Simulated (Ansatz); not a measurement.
# Starting-point dependence of the GW gap of LaCuSeO (P4/nmm)

One-shot GW is not self-consistent; how far does the start matter for LaCuSeO (P4/nmm)?

Program: Ansatz 0.2.0. Level of theory: G0W0 on several functionals, plane waves, PAW. Results are calculated unless marked as measured.

In doubt: one-shot GW on d or f shells is unsure, so the values of those runs are not to be relied on.

## Step 1: The starting structure

Symmetry: P4/nmm, No. 129, tetragonal system. The conventional cell has a = 4.067 Å, b = 4.067 Å, c = 8.797 Å, α = 90.00°, β = 90.00°, γ = 90.00°. Nearest to La lie 4 O at 2.38 Å and 4 Se at 3.33 Å. Nearest to Cu lie 4 Se at 2.52 Å. Nearest to Se lie 4 Cu at 2.52 Å and 4 La at 3.33 Å. Nearest to O lie 4 La at 2.38 Å. Farther neighbours and most contacts between anions are not listed.

The cell and positions come from the Crystallography Open Database and are kept as given unless a step says otherwise. Spin-orbit coupling is left out unless a step names it.

## Step 2: G0W0 on LDA

Now the one-shot GW correction: screening in the RPA, then the self-energy of the levels asked for. This step takes PAW set soft_1 files.

This step: G0W0 on LDA, plane waves, PAW; PAW set soft_1.

Input file input.yaml:

```yaml
crystal:
  lattice:
    - [4.06712, 0.0, 0.0]
    - [0.0, 4.06712, 0.0]
    - [0.0, 0.0, 8.7975]
  atoms:
    - { symbol: La, position: [0.5, 0.0, 0.1398] }
    - { symbol: La, position: [0.0, 0.5, 0.8602] }
    - { symbol: Cu, position: [0.5, 0.5, 0.5] }
    - { symbol: Cu, position: [0.0, 0.0, 0.5] }
    - { symbol: Se, position: [0.5, 0.0, 0.6698] }
    - { symbol: Se, position: [0.0, 0.5, 0.3302] }
    - { symbol: O, position: [0.5, 0.5, 0.0] }
    - { symbol: O, position: [0.0, 0.0, 0.0] }
kpoints:
  mp_grid: { grid: [4, 4, 2] }
hamiltonian:
  xc: lda
  pseudopotentials: { kind: paw, azcp: { folder: soft_1 }, xc_functional: pbe }
scf:
  occupations: { method: fixed }
gw:
  n_empty_bands: 434
  ecut_chi: 120
  qp_bands: [v2, c2]
  qp_kpoints: band_edges
  screening: { model: contour_deformation }
```

Command:

```
> ansatz run input.yaml --threads 2 --pin off --max-ram 92160MiB --backend cuda --events-out ev --progress --plain --runs-dir out --devices 1 --max-vram 13GiB
```

Numbers of over 12 decimals in the logs are rounded to 6 here.

The log of the run:

```text
GPUs: using 1 of 1 available (devices: 1).
Engine: ansatz 0.2.0, x86_64-unknown-linux-gnu
Pseudopotentials: kind: paw
Pseudopotential: La, paw, valence charge 11, recommended cutoff 420 eV (normal), soft_1/La.paw.azcp
Pseudopotential: Cu, paw, valence charge 19, recommended cutoff 420 eV (normal), soft_1/Cu.paw.azcp
Pseudopotential: Se, paw, valence charge 16, recommended cutoff 420 eV (normal), soft_1/Se.paw.azcp
Pseudopotential: O, paw, valence charge 6, recommended cutoff 420 eV (normal), soft_1/O.paw.azcp
Functional definition: SPW92
  exchange = slater_x
  correlation = pw_c
device memory: the entry about to start is reckoned to put 1.8 GiB on a device that reports 41.8 GiB free (of which the cap on the GPU budget leaves the run 13.0 GiB)
GPU FFT provider: cuFFT
GPU libraries: cuBLAS 13.8.2, cuFFT 12.4.0, cuSOLVER 12.3.4
Crystal: 8 atoms, lattice volume = 145.524 Å³
Basis set: ecut = 420 eV, 2837 PW (Γ)
Bands: 63, of which v1, the nominal top of the filled ones, is band 52 counted from 1 (51 counted from 0)
Symmetry: 16 space group operations
Space group: P4/nmm (ITA 129), of the structure as read, at distance tolerance 5.3e-5 Å
k-points: 12 of 32
Non-local potential: La, projectors of the file, l = 0: 3, l = 1: 2, l = 2: 2, l = 3: 3
Non-local potential: Cu, projectors of the file, l = 0: 3, l = 1: 2, l = 2: 3, l = 3: 1
Non-local potential: Se, projectors of the file, l = 0: 2, l = 1: 2, l = 2: 3, l = 3: 1
Non-local potential: O, projectors of the file, l = 0: 2, l = 1: 2, l = 2: 1
PAW form: soft (Blöchl's): semilocal exchange-correlation on the pseudo side does not see the compensation charge
PAW frozen core: La, regenerated for the run's functional, and the local potential with it (the file was generated under x = pbe(κ = 0.804, μ = 0.219515), c = pbe(β = 0.066725))
PAW frozen core: Cu, regenerated for the run's functional, and the local potential with it (the file was generated under x = pbe(κ = 0.804, μ = 0.219515), c = pbe(β = 0.066725))
PAW frozen core: Se, regenerated for the run's functional, and the local potential with it (the file was generated under x = pbe(κ = 0.804, μ = 0.219515), c = pbe(β = 0.066725))
PAW frozen core: O, regenerated for the run's functional, and the local potential with it (the file was generated under x = pbe(κ = 0.804, μ = 0.219515), c = pbe(β = 0.066725))
PAW one-centre angular grid: La, 590 points (default); XC on 64 Gauss nodes
PAW one-centre angular grid: Cu, 590 points (default); XC on 64 Gauss nodes
PAW one-centre angular grid: Se, 590 points (default); XC on 64 Gauss nodes
PAW one-centre angular grid: O, 110 points (default); XC on 64 Gauss nodes
Initial density: superposition of atomic densities (chi_scale 0.1, normalization cell, long waves kept (reshape's long-wave potential 0.39 eV rms))
Initial wavefunctions: pseudopotential atomic-orbital guess
GPU buffer pool allocated for 54000 grid points (all kernels)
GPU transforms: local potential and band sums: pruned to the plane-wave sphere, on 27×27×60
Functional: x = slater, c = lda
SCF iter   1: F=—  HF=-37154.049017 eV  |F-HF|=—  |Δ(HF+E_count)|=         —  Δρ=6.84e-2  dr2=7.90e0  ethr=3.10e-3  ⟨swp⟩=5.0  Hψ=2302  notcnv=0  defer=45
preconditioner: auto → Resta (q_TF=auto, 2.580 Å⁻¹)  ε∞=9.8  [insulator: Δε(μ)=0.592 eV  Ē_g=8.310 eV  n_scr=38 (ndim 8)  ℏωp=24.6 eV  f_vac=0.000  ε∞_Penn≈9.8]
SCF iter   2: F=—  HF=-37152.658395 eV  |F-HF|=—  |Δ(HF+E_count)|=    1.39e0  Δρ=2.90e-2  dr2=1.42e0  ethr=3.10e-3  ⟨swp⟩=4.0  Hψ=1416  notcnv=0  defer=94
SCF iter   3: F=—  HF=-37152.431037 eV  |F-HF|=—  |Δ(HF+E_count)|=   2.27e-1  Δρ=2.11e-2  dr2=5.22e-1  ethr=1.37e-3  ⟨swp⟩=2.8  Hψ=1149  notcnv=0  defer=88
SCF iter   4: F=—  HF=-37152.500867 eV  |F-HF|=—  |Δ(HF+E_count)|=   6.98e-2  Δρ=2.60e-2  dr2=7.42e-1  ethr=5.02e-4  ⟨swp⟩=2.9  Hψ=1576  notcnv=0  defer=85
SCF iter   5: F=—  HF=-37152.318553 eV  |F-HF|=—  |Δ(HF+E_count)|=   1.82e-1  Δρ=5.37e-3  dr2=4.46e-2  ethr=5.02e-4  ⟨swp⟩=2.9  Hψ=963  notcnv=0  defer=107
SCF iter   6: F=—  HF=-37152.309883 eV  |F-HF|=—  |Δ(HF+E_count)|=   8.67e-3  Δρ=1.50e-3  dr2=4.73e-3  ethr=4.29e-5  ⟨swp⟩=3.0  Hψ=1143  notcnv=0  defer=108
SCF iter   7: F=—  HF=-37152.309666 eV  |F-HF|=—  |Δ(HF+E_count)|=   2.18e-4  Δρ=6.91e-4  dr2=7.09e-4  ethr=4.55e-6  ⟨swp⟩=2.9  Hψ=1254  notcnv=0  defer=108
SCF iter   8: F=—  HF=-37152.309425 eV  |F-HF|=—  |Δ(HF+E_count)|=   2.41e-4  Δρ=2.32e-4  dr2=9.87e-5  ethr=6.82e-7  ⟨swp⟩=2.0  Hψ=1208  notcnv=0  defer=107
SCF iter   9: F=—  HF=-37152.309422 eV  |F-HF|=—  |Δ(HF+E_count)|=   3.18e-6  Δρ=1.21e-4  dr2=1.63e-5  ethr=9.49e-8  ⟨swp⟩=2.0  Hψ=964  notcnv=0  defer=104
SCF iter  10: F=—  HF=-37152.309422 eV  |F-HF|=—  |Δ(HF+E_count)|=   3.53e-7  Δρ=6.63e-5  dr2=5.42e-6  ethr=1.57e-8  ⟨swp⟩=2.0  Hψ=997  notcnv=0  defer=101
SCF iter  11: F=—  HF=-37152.309422 eV  |F-HF|=—  |Δ(HF+E_count)|=   2.13e-7  Δρ=4.82e-5  dr2=2.41e-6  ethr=5.22e-9  ⟨swp⟩=2.0  Hψ=892  notcnv=0  defer=102
SCF iter  12: F=—  HF=-37152.309421 eV  |F-HF|=—  |Δ(HF+E_count)|=   2.28e-7  Δρ=8.07e-6  dr2=1.06e-7  ethr=2.32e-9  ⟨swp⟩=2.0  Hψ=912  notcnv=0  defer=103
SCF iter  13: F=-37152.309421 eV  HF=-37152.309421 eV  |F-HF|=2.32e-8  |Δ(HF+E_count)|=   1.44e-8  Δρ=5.60e-6  dr2=2.97e-8  ethr=9.62e-11  ⟨swp⟩=11.2  Hψ=3336  notcnv=0
SCF 1 converged in 13 iterations: F = -37152.309421 eV  dr2 = 2.97e-8
  greatest PAW one-centre occupation: 1.000 electrons in one spin orbital (limit 2), on the Cu atom at site 3 (counted from 0), in its partial waves of l = 0
device memory: the entry about to start is reckoned to put 2.1 GiB (of the 2.2 GiB reckoned in all, the device holds 0.1 GiB already) on a device that reports 42.8 GiB free (of which the cap on the GPU budget leaves the run 13.0 GiB)
NSCF: frozen V_eff on 12 k-points
the band table was solved once the SCF had ended and its energy, with any forces and stress, was formed, with the checks that follow a solve (2931 applications of the Hamiltonian). They found nothing against the state; the energy, forces and stress were not computed again (output.eigenvalues in the input reference)
device memory: the entry about to start is reckoned to put 3.5 GiB on a device that reports 42.9 GiB free (of which the cap on the GPU budget leaves the run 13.0 GiB)
NSCF: frozen V_eff on 12 k-points
G₀W₀ screening: q 1/12
[... further progress lines ...]
SCF converged after 13 iterations
Free energy (F): -37152.309421 eV
Harris-Foulkes:  -37152.309421 eV  (|F-HF|=2.32e-8)
Internal energy: -37152.309421 eV  (E = F + TS)
E sigma→0 (E₀):  -37152.309421 eV
Fermi energy:    11.392656 eV
--- Per-component energies (eV) ---
  E_band       = -1605.966164
  E_kinetic    = 1454.355445
  E_local      = -20616.141613  (includes V_loc(G=0)·N_el)
  E_nonlocal   = 1394.693925
  E_hartree    = 9563.800807
  E_xc         = -732.031397
  E_vxc        = -830.725858  (∫ρ·V_xc dr)
  E_paw        = -18386.059267  (= ΣΔE_a)
  E_vpaw       = -2135.775308  (= ΣTr[D̂ρ^β])
  E_aug_tail   = 0.002412  (compensation charges beyond the density's cutoff)
  E_ewald      = -9837.101271
  E_core_change = 6.171537  (= ΣΔE_core)
  E_smearing   = -0.000000  (= −TS)
  E_closure    = -0.000000  (closes the sum)
  Σ components = -37152.309421   (vs F -37152.309421, Δ=0.00e0)
--- Band table (eV; the first three rows and the last of 12) ---
  k-point 0: bands = [... 48 lower, 9.9983, 10.8560, 11.3927, 11.3927, 12.8033, 12.8737, 13.4258, 13.4865, ... 7 higher]
  k-point 1: bands = [... 48 lower, 9.9983, 10.3607, 11.2766, 11.2766, 12.9521, 13.3151, 13.4194, 13.4961, ... 7 higher]
  k-point 2: bands = [... 48 lower, 10.2990, 10.5804, 10.7009, 11.1631, 13.3433, 13.4073, 13.8725, 14.1341, ... 7 higher]
  k-point 11: bands = [... 48 lower, 9.4516, 9.4516, 10.1362, 10.1362, 13.8359, 13.8359, 14.0762, 14.0762, ... 7 higher]
--- G₀W₀: contour deformation, 7 samples at zero and on the imaginary axis and 1 off it, 32 q-points, 434 empty bands' worth ---
  eigenvalues of the whole cell's RPA ε∞ on this k-mesh (on a slab, of 1 + 4πα/V) = 7.1996, 9.9056, 9.9056; static W/v taken at q = 0 is 0.110284
  gw.qp_kpoints: band_edges: 9 of 12 stored k-points solved, in 2 passes; an edge of the gap read off the rows below is read off those points alone
    valence top: of the k-points left out ik 9 came nearest to being solved in a further pass, in band 51 (counted from 1, as in the quasiparticle table): it holds the edge there only if its correction is more favourable than any solved in that band by at least 0.934 eV; those differ by 0.054 eV
    conduction bottom: of the k-points left out ik 10 came nearest to being solved in a further pass, in band 53 (counted from 1, as in the quasiparticle table): it holds the edge there only if its correction is more favourable than any solved in that band by at least 0.865 eV; those differ by 0.796 eV
    ik  band        ε_KS         Σx   Σc(E_QP)       V_xc       Z   E_QP_lin       E_QP  E_QP is
     0    51     11.3927   -31.1422     4.2982   -26.6670  0.7259    11.2150    11.2156  root
     0    52     11.3927   -31.1422     4.2982   -26.6670  0.7259    11.2150    11.2156  root
     0    53     12.8033    -9.4290    -4.3223   -14.4941  0.7853    13.5569    13.5460  root
     0    54     12.8737   -13.3364    -4.7340   -19.3681  0.7578    14.2369    14.1715  root
     1    51     11.2766   -31.3216     4.3295   -26.8353  0.7232    11.1192    11.1197  root
     1    52     11.2766   -31.3216     4.3295   -26.8353  0.7232    11.1192    11.1197  root
     1    53     12.9521   -10.3511    -5.6721   -17.5624  0.7605    14.5466    14.4913  root
     1    54     13.3151   -15.3157    -5.7431   -22.9760  0.7376    15.3243    15.2322  root
     2    51     10.7009   -29.9892     4.4299   -25.3857  0.7171    10.5265    10.5272  root
     2    52     11.1631   -30.9357     4.3223   -26.4622  0.7224    11.0114    11.0119  root
     2    53     13.3433   -11.5012    -5.1812   -17.9778  0.7610    14.7073    14.6387  root
     2    54     13.4073   -14.2092    -5.4338   -21.3212  0.7439    15.1563    15.0854  root
     3    51     10.7533   -32.9267     5.0168   -27.7761  0.7084    10.6191    10.6195  root
     3    52     11.0410   -31.3090     4.4587   -26.6927  0.7189    10.8828    10.8833  root
     3    53     13.3570   -11.8393    -5.0123   -18.0973  0.7603    14.6601    14.6027  root
     3    54     13.4901   -14.3056    -5.3573   -21.2989  0.7441    15.1930    15.1260  root
     4    51     10.6788   -32.8824     5.0787   -27.6372  0.7073    10.5117    10.5123  root
     4    52     10.6788   -32.8824     5.0787   -27.6372  0.7073    10.5117    10.5123  root
     4    53     13.3638   -11.8452    -4.8704   -17.8913  0.7623    14.5843    14.5395  root
     4    54     13.3638   -11.8452    -4.8704   -17.8913  0.7623    14.5843    14.5395  root
     5    51     10.7225   -33.0432     5.0738   -27.8138  0.7078    10.5664    10.5670  root
     5    52     10.7225   -33.0432     5.0738   -27.8138  0.7078    10.5664    10.5670  root
     5    53     13.3733   -11.9330    -4.9996   -18.1751  0.7614    14.6714    14.6157  root
     5    54     13.3733   -11.9330    -4.9996   -18.1751  0.7614    14.6714    14.6157  root
[...]
7    51     10.4821   -31.8921     5.0235   -26.6810  0.7066    10.2937    10.2945  root
     7    52     10.8154   -34.2270     5.2630   -28.8280  0.7058    10.6790    10.6794  root
     7    53     13.5359   -11.9377    -5.4683   -18.8794  0.7523    15.0700    15.0092  root
     7    54     13.5570   -12.9181    -6.0313   -20.7528  0.7460    15.4447    15.3604  root
     8    51     10.4459   -38.5750     6.6052   -31.8046  0.6843    10.2799    10.2807  root
     8    52     10.4459   -38.5750     6.6052   -31.8046  0.6843    10.2799    10.2807  root
     8    53     13.4197   -11.9420    -4.5055   -17.4906  0.7657    14.4930    14.4627  root
     8    54     13.4197   -11.9420    -4.5055   -17.4906  0.7657    14.4930    14.4627  root
```

It took 22 s on 1 × NVIDIA H100 80GB HBM3 (shared by 6 runs) with 2 threads of AMD EPYC 7R13 (Zen 3), shared host; peak memory 1.8 GiB; 29 s of CPU time.

Numbers from this step:

- bands summed: 486
- RPA ε∞ on this mesh (eigenvalues): 7.200, 9.906, 9.906
- plane waves in the screening matrix: 427
- q-points in the mesh: 32
- G0W0 gap on the mesh: 2.330 eV
- k of the valence top: 0, 0, 0
- k of the conduction bottom: 0, 0, 0
- starting gap on the mesh: 1.411 eV
- Z at the valence top: 0.7259
- Z at the conduction bottom: 0.7853
- least direct G0W0 gap on the computed points: 2.330 eV

The gap on the mesh goes from 1.41 eV to 2.33 eV, a correction of +0.92 eV. Between the two edge states, bare exchange in place of the xc potential would open the gap by 9.54 eV, and correlation takes back 8.62 eV.

[end of part 1 of 2]

[Paths, hosts, dates, memory and timing lines, banners, echoed tables and standing remarks are left out of the program output.]

[Logs are printed without paths, hosts, clocks, repeated set-up lines and the standing remarks that a program may print on its own settings, such as how far it seeks lower states.]

[Runs of the session that timed out or met a known fault of the program may be left out.]

[Cells called generated may have been cut or substituted from an entry of the Crystallography Open Database or the Materials Project.]

[Hosts, paths, dates, database ids (printed as entryN), source tags and the programs' standing remarks are cut or masked in the printed files.]
